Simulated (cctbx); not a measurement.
# Which space group?

Cell: a = 4.7140 Å, b = 10.6370 Å, c = 12.0050 Å, α = 90.00°, β = 90.00°, γ = 90.00°. Expected content of the cell: Eu4 Sn8 Si16.

The data are simulated with cctbx, not measured: Ag Kα, λ = 0.56087 Å, to d = 0.65 Å, 70 % of the full sphere, strongest reflection 40000 counts, noise from counting, a 4 % proportional error and a noise floor of 2 counts (s.d.); no absorption.

A first pass over the reflections prints:

```text
6495 reflections to d = 0.650 A
centring   violations  <I/sigma> of those
    A       1358 of  3238      7.4
    B       1358 of  3264      7.4
    C          0 of  3246      0.0
    I       1375 of  3267      7.3
    R       1860 of  4314      7.4
    F       1358 of  4874      4.9
Laue class    unique    Rint  (classes that these axes allow; Friedel mates merged)
C 1 2/m 1        1184   0.029
C 2/m 1 1        1229   0.028
C m m m           685   0.031
space group    extra absences  I>4sigma  <I/sigma>
C 2 2 21               11          0      -0.5  acentric
C 2 2 2                 0          0         -  acentric
C m m 2                 0          0         -  acentric
C m c 21               70          0      -0.2  acentric
C 2 m m                 0          0         -  acentric
C m 2 m                 0          0         -  acentric
C 2 c m                70          0      -0.2  acentric
C m c m                70          0      -0.2  centric
C m m m                 0          0         -  centric
Wilson B = 0.61 A^2   <|E^2-1|> = 0.850 (0.968 centric, 0.736 acentric)   E^2>4: 1.7 %
shell (A)         n   <I/sigma>
12.01 - 1.30    102     30.7
 1.30 - 1.03     91     30.8
 1.03 - 0.90     85     31.1
 0.90 - 0.82     81     27.9
 0.82 - 0.76     83     26.0
 0.76 - 0.72     82     26.9
 0.72 - 0.68     77     27.6
 0.68 - 0.65     84     26.8
```

**Question.** What are the lattice type, the Laue class and the likely space group?

The reflections that C centring forbids are absent (⟨I/σ⟩ near 0), so the lattice is C.

Rint stays low (0.028 to 0.031) up to C m m m, the highest class in these axes.

9 settings pass the absence test. The most absences obeyed, 70, belong to C m c 21, C 2 c m and C m c m, which absences can't tell apart.

⟨|E²−1|⟩ = 0.850 lies between the two ideal values. The Wilson B of 0.61 Å² means U ≈ 0.0077 Å².

The true group is Cmcm (no. 63), Laue class mmm, centrosymmetric. The tables only narrow the choice to the tied entries; cell content, site symmetry and trial solutions must settle it.

The model was made for the exercise: a known structure type with other elements put in, its volume estimated, not relaxed; displacement parameters are assumed.

[Logs are printed without paths, hosts, clocks, repeated set-up lines and the standing remarks that a program may print on its own settings, such as how far it seeks lower states.]
